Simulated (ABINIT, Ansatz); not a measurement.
## Quasiparticle gap of Rb2LiAlF6 (Fm-3m) in ABINIT

How does a plane-wave GW calculation on Rb2LiAlF6 (Fm-3m) run from the first input to the gap?

Calculated with ABINIT 10.8.3; PBEsol and many-body steps on it, plane waves.

## (1) The starting structure

Symmetry: Fm-3m, No. 225, cubic system. The conventional cell has a = 8.228 Å, b = 8.228 Å, c = 8.228 Å, α = 90.00°, β = 90.00°, γ = 90.00°. Nearest to Rb lie 12 F at 2.92 Å. Nearest to Li lie 6 F at 2.26 Å. Nearest to Al lie 6 F at 1.86 Å. Nearest to F lie 1 Al at 1.86 Å and 1 Li at 2.26 Å and 4 Rb at 2.92 Å. Farther neighbours and most contacts between anions are not listed.

The cell and positions are those that the Materials Project relaxed with its own functionals (PBE, PBE+U or r2SCAN), kept fixed.

## (2) Ground state

This step: ABINIT 10.8.3; DFT, PBEsol, plane waves, norm-conserving pseudopotentials.

The ground-state density comes first.

run.abi reads:

```
acell 3*1.0 Angstrom
rprim 
  0.000000000000 4.113943000000 4.113943000000
  4.113943000000 0.000000000000 4.113943000000
  4.113943000000 4.113943000000 -0.000000000000
ntypat 4
znucl 37 3 13 9
natom 10
typat 1 1 2 3 4 4 4 4 4 4
xred 
  0.750000000000 0.750000000000 0.750000000000
  0.250000000000 0.250000000000 0.250000000000
  0.500000000000 0.500000000000 0.500000000000
  0.000000000000 0.000000000000 0.000000000000
  0.774175000000 0.225825000000 0.225825000000
  0.225825000000 0.225825000000 0.774175000000
  0.225825000000 0.774175000000 0.774175000000
  0.225825000000 0.774175000000 0.225825000000
  0.774175000000 0.225825000000 0.774175000000
  0.774175000000 0.774175000000 0.225825000000
pp_dirpath "pseudos"
pseudos "Rb.upf, Li.upf, Al.upf, F.upf"
ecut 36
ngkpt 4 4 4
nshiftk 1
shiftk 0 0 0
kptopt 1
chksymbreak 0
nband 42
occopt 1
tolvrs 1e-10
nstep 60
prtwf 0
optforces 0
optstress 0
indata_prefix "in"
outdata_prefix "out"
tmpdata_prefix "tmp"
```

The run is started by

```sh
$ OMP_NUM_THREADS=1 mpirun -n 4 abinit run.abi > log
```

Numbers of over 12 decimals in the logs are rounded to 6 here.

Log:

```text
.Version 10.8.3 of ABINIT. v10.8.2 released Aug 2026.

 Symmetries : space group Fm -3 m (#225); Bravais cF (face-center cubic)
================================================================================
 Values of the parameters that define the memory need of the present run
     intxc =       0    ionmov =       0      iscf =       7    lmnmax =       6
     lnmax =       6     mgfft =      60  mpssoang =       3    mqgrid =    3001
     natom =      10  nloc_mem =       1    nspden =       1   nspinor =       1
    nsppol =       1      nsym =      48    n1xccc =    2501    ntypat =       4
    occopt =       1   xclevel =       2
-    mband =          42        mffmem =           1         mkmem =           2
       mpw =        9700          nfft =      216000          nkpt =           8
================================================================================
  Rough estimation (10% accuracy) of disk space for files :
================================================================================

--------------------------------------------------------------------------------
------------- Echo of variables that govern the present computation ------------
--------------------------------------------------------------------------------
 -outvars: echo values of preprocessed input variables --------
            acell      1.8897261259E+00  1.8897261259E+00  1.8897261259E+00 Bohr

      chksymbreak           0
             ecut      3.60000000E+01 Hartree
-          fftalg         312

              ixc     -116133
              kpt      0.00000000E+00  0.00000000E+00  0.00000000E+00
                       2.50000000E-01  0.00000000E+00  0.00000000E+00
                       5.00000000E-01  0.00000000E+00  0.00000000E+00
                       2.50000000E-01  2.50000000E-01  0.00000000E+00
                       5.00000000E-01  2.50000000E-01  0.00000000E+00
                      -2.50000000E-01  2.50000000E-01  0.00000000E+00
                       5.00000000E-01  5.00000000E-01  0.00000000E+00
                      -2.50000000E-01  5.00000000E-01  2.50000000E-01
         kptrlatt        4    0    0      0    4    0      0    0    4
          kptrlen      4.39776609E+01
P           mkmem           2
            natom          10
            nband          42
            ngfft          60      60      60
             nkpt           8
            nstep          60
             nsym          48
           ntypat           4
              occ      2.000000  2.000000  2.000000  2.000000  2.000000  2.000000
                       2.000000  2.000000  2.000000  2.000000  2.000000  2.000000
                       2.000000  2.000000  2.000000  2.000000  2.000000  2.000000
                       2.000000  2.000000  2.000000  2.000000  2.000000  2.000000
                       2.000000  2.000000  2.000000  2.000000  2.000000  2.000000
                       2.000000  2.000000  2.000000  0.000000  0.000000  0.000000
                       0.000000  0.000000  0.000000  0.000000  0.000000  0.000000
        optforces           0
        optstress           0
            prtwf           0
            rprim      0.0000000000E+00  4.1139430000E+00  4.1139430000E+00
                       4.1139430000E+00  0.0000000000E+00  4.1139430000E+00
                       4.1139430000E+00  4.1139430000E+00 -0.0000000000E+00
          spgroup         225

           tolvrs      1.00000000E-10

             xred      7.5000000000E-01  7.5000000000E-01  7.5000000000E-01
                       2.5000000000E-01  2.5000000000E-01  2.5000000000E-01
[...]
znucl       37.00000    3.00000   13.00000    9.00000

================================================================================

 chkinp: Checking input parameters for consistency.

================================================================================
== DATASET  1 ==================================================================
-   mpi_nproc: 4, omp_nthreads: 1 (-1 if OMP is not activated)

--- !DatasetInfo
iteration_state: {dtset: 1, }
dimensions: {natom: 10, nkpt: 8, mband: 42, nsppol: 1, nspinor: 1, nspden: 1, mpw: 9700, }
cutoff_energies: {ecut:  36.0, pawecutdg:  -1.0, }
electrons: {nelect:   6.60000000E+01, charge:   0.00000000E+00, occopt:   1.00000000E+00, tsmear:   1.00000000E-02, }

 Real(R)+Recip(G) space primitive vectors, cartesian coordinates (Bohr,Bohr^-1):
 R(1)=  0.0000000  7.7742256  7.7742256  G(1)= -0.0643151  0.0643151  0.0643151
 R(2)=  7.7742256  0.0000000  7.7742256  G(2)=  0.0643151 -0.0643151  0.0643151
 R(3)=  7.7742256  7.7742256  0.0000000  G(3)=  0.0643151  0.0643151 -0.0643151
 Unit cell volume ucvol=  9.3972636E+02 bohr^3
 Angles (23,13,12)=  6.00000000E+01  6.00000000E+01  6.00000000E+01 degrees

 getcut: wavevector=  0.0000  0.0000  0.0000  ngfft=  60  60  60
         ecut(hartree)=     36.000   => boxcut(ratio)=   2.02052

--- Pseudopotential description ------------------------------------------------
- Rb Generated using ONCVPSP code by D. R. Hamann
- 37.00000   9.00000  180301                  znucl, zion, pspdat
12 -116133 2 -1 2280                          pspcod,pspxc,lmax,lloc,mmax
     nproj     2     2     2
  pspatm : epsatm=   34.48401057
         --- l  ekb(1:nproj) -->
[...]
pspatm: atomic psp has been read  and splines computed

[...]
-  9.00000   7.00000  180301                  znucl, zion, pspdat
12 -116133 2 -1 832                           pspcod,pspxc,lmax,lloc,mmax
     nproj     2     2     1
  pspatm : epsatm=    4.89824381
         --- l  ekb(1:nproj) -->
[...]
2   -2.394754
 pspatm: atomic psp has been read  and splines computed

   6.70898761E+03                                ecore*ucvol(ha*bohr**3)
--------------------------------------------------------------------------------

_setup2: Arith. and geom. avg. npw (full set) are    9689.922    9689.891

================================================================================

--- !BeginCycle
iteration_state: {dtset: 1, }
solver: {iscf: 7, nstep: 60, nline: 4, wfoptalg: 0, }
tolerances: {tolvrs: 1.00E-10, }

     iter   Etot(hartree)      deltaE(h)  residm     vres2
 ETOT  1  -211.09727303845    -2.111E+02 1.902E-01 8.915E+02
 ETOT  2  -211.40950350190    -3.122E-01 7.713E-03 4.113E+02
 ETOT  3  -211.56578165132    -1.563E-01 5.226E-03 4.293E+01
 ETOT  4  -211.57393474674    -8.153E-03 1.851E-03 6.983E-01
 ETOT  5  -211.57407251534    -1.378E-04 1.211E-03 6.888E-02
 ETOT  6  -211.57407778340    -5.268E-06 5.785E-04 6.215E-03
 ETOT  7  -211.57407817944    -3.960E-07 4.770E-04 3.485E-04
 ETOT  8  -211.57407819390    -1.446E-08 2.799E-04 1.461E-05
 ETOT  9  -211.57407819488    -9.786E-10 3.728E-04 2.706E-07
 ETOT 10  -211.57407819489    -9.067E-12 1.848E-04 9.277E-09
 ETOT 11  -211.57407819489    -8.782E-12 2.595E-04 1.861E-10
 ETOT 12  -211.57407819489     3.098E-12 1.192E-04 3.921E-12

 At SCF step   12       vres2   =  3.92E-12 < tolvrs=  1.00E-10 =>converged.

--- !ResultsGS
iteration_state: {dtset: 1, }
comment   : Summary of ground state results
lattice_vectors:
- [  0.0000000,   7.7742256,   7.7742256, ]
- [  7.7742256,   0.0000000,   7.7742256, ]
- [  7.7742256,   7.7742256,  -0.0000000, ]
lattice_lengths: [  10.99442,   10.99442,   10.99442, ]
lattice_angles: [ 60.000,  60.000,  60.000, ] # degrees, (23, 13, 12)
lattice_volume:   9.3972636E+02
convergence: {deltae:  3.098E-12, res2:  3.921E-12, residm:  1.192E-04, diffor:  0.000E+00, }
etotal    :  -2.11574078E+02
entropy   :   0.00000000E+00
fermie    :  -3.60484813E-02
cartesian_stress_tensor: null
pressure_GPa: null
xred      :
- [  7.5000E-01,   7.5000E-01,   7.5000E-01, Rb]
- [  2.5000E-01,   2.5000E-01,   2.5000E-01, Rb]
- [  5.0000E-01,   5.0000E-01,   5.0000E-01, Li]
- [  0.0000E+00,   0.0000E+00,   0.0000E+00, Al]
- [  7.7417E-01,   2.2582E-01,   2.2582E-01,  F]
- [  2.2582E-01,   2.2582E-01,   7.7417E-01,  F]
- [  2.2582E-01,   7.7417E-01,   7.7417E-01,  F]
- [  2.2582E-01,   7.7417E-01,   2.2582E-01,  F]
- [  7.7417E-01,   2.2582E-01,   7.7417E-01,  F]
- [  7.7417E-01,   7.7417E-01,   2.2582E-01,  F]
cartesian_forces: null
force_length_stats: {min: null, max: null, mean: null, }

 Integrated electronic density in atomic spheres:
 ------------------------------------------------
 Atom  Sphere_radius  Integrated_density
[...]
================================================================================

 ----iterations are completed or convergence reached----

 Mean square residual over all n,k,spin=   13.703E-07; max=  11.921E-05
 reduced coordinates (array xred) for   10 atoms
[...]
0.225825000000      0.225825000000      0.774175000000
       0.225825000000      0.774175000000      0.774175000000
       0.225825000000      0.774175000000      0.225825000000
       0.774175000000      0.225825000000      0.774175000000
       0.774175000000      0.774175000000      0.225825000000
 rms dE/dt=  0.0000E+00; max dE/dt=  0.0000E+00; dE/dt below (all hartree)
    1       0.000000000000      0.000000000000      0.000000000000
    2       0.000000000000      0.000000000000      0.000000000000
    3       0.000000000000      0.000000000000      0.000000000000
    4       0.000000000000      0.000000000000      0.000000000000
    5       0.000000000000      0.000000000000      0.000000000000
    6       0.000000000000      0.000000000000      0.000000000000
    7       0.000000000000      0.000000000000      0.000000000000
    8       0.000000000000      0.000000000000      0.000000000000
    9       0.000000000000      0.000000000000      0.000000000000
   10       0.000000000000      0.000000000000      0.000000000000

 cartesian coordinates (angstrom) at end:
[...]
6      4.113943     4.113943     1.858062
    7      6.369824     4.113943     4.113943
    8      4.113943     1.858062     4.113943
    9      4.113943     6.369824     4.113943
   10      4.113943     4.113943     6.369824
 length scales=  1.889726125908  1.889726125908  1.889726125908 bohr
              =  1.000000000000  1.000000000000  1.000000000000 angstroms
 prteigrs : about to open file out_EIG
 Fermi (or HOMO) energy (hartree) =  -0.03605   Average Vxc (hartree)=  -0.35408
 Eigenvalues (hartree) for nkpt=   8  k points:
 kpt#   1, nband= 42, wtk=  0.01563, kpt=  0.0000  0.0000  0.0000 (reduced coord)
  -1.57006   -0.84891   -0.84225   -0.77361   -0.75596   -0.75596   -0.75596   -0.74626
  -0.74626   -0.27875   -0.27875   -0.27875   -0.26518   -0.26518   -0.26518   -0.19495
  -0.13157   -0.13157   -0.13157   -0.08494   -0.08494   -0.08494   -0.08081   -0.08081
  -0.05976   -0.05976   -0.05976   -0.04810   -0.04810   -0.04810   -0.03605   -0.03605
  -0.03605    0.22508    0.32164    0.32164    0.32164    0.32176    0.32176    0.42263
   0.42263    0.42269
 prteigrs : prtvol=0 or 1, do not print more k-points.

--- !EnergyTerms
iteration_state     : {dtset: 1, }
comment             : Components of total free energy in Hartree
kinetic             :  1.17727441197179E+02
hartree             :  5.68946982304036E+01
xc                  : -4.95432527870371E+01
Ewald energy        : -1.41329349451324E+02
psp_core            :  7.13929917549991E+00
local_psp           : -1.80204598963749E+02
non_local_psp       : -2.22583155958631E+01
total_energy        : -2.11574078194891E+02
total_energy_eV     : -5.75722396139857E+03
band_energy         : -2.18550731180380E+01

== END DATASET(S) ==============================================================
================================================================================

 -outvars: echo values of variables after computation  --------
           etotal     -2.1157407819E+02
            nband          42
             nkpt           8
          spgroup         225
 [... the other variables as echoed above ...]

 Calculation completed.
```

Elapsed: 54 s, on 4 MPI ranks of Arm Neoverse V1, shared host; peak memory 0.49 GiB; 3.6 min of CPU time.

Numbers from this step:

```
total energy               : -5757.2240 eV
gap                        : 7.106 eV
k of the valence top       : 0, 0, 0
k of the conduction bottom : 0, 0, 0
least direct gap           : 7.106 eV
```

The gap is direct, at Γ.

(Part 1 of 3 ends here.)

[Paths, hosts, dates, memory and timing lines, banners, echoed tables and standing remarks are left out of the program output.]

[Logs are printed without paths, hosts, clocks, repeated set-up lines and the standing remarks that a program may print on its own settings, such as how far it seeks lower states.]

[Runs of the session that timed out or met a known fault of the program may be left out.]

[Hosts, paths, dates, database ids (printed as entryN), source tags and the programs' standing remarks are cut or masked in the printed files.]

[G0W0 gaps are taken among the corrected bands and points alone; a level outside them can change the order at an edge.]

[Where Ansatz stands beside ABINIT at settings called matched, ABINIT's density can come from a denser mesh and the files from another edition; pairs whose starting gaps differed by over 0.03 eV were left out, so agreement reads better than it is.]
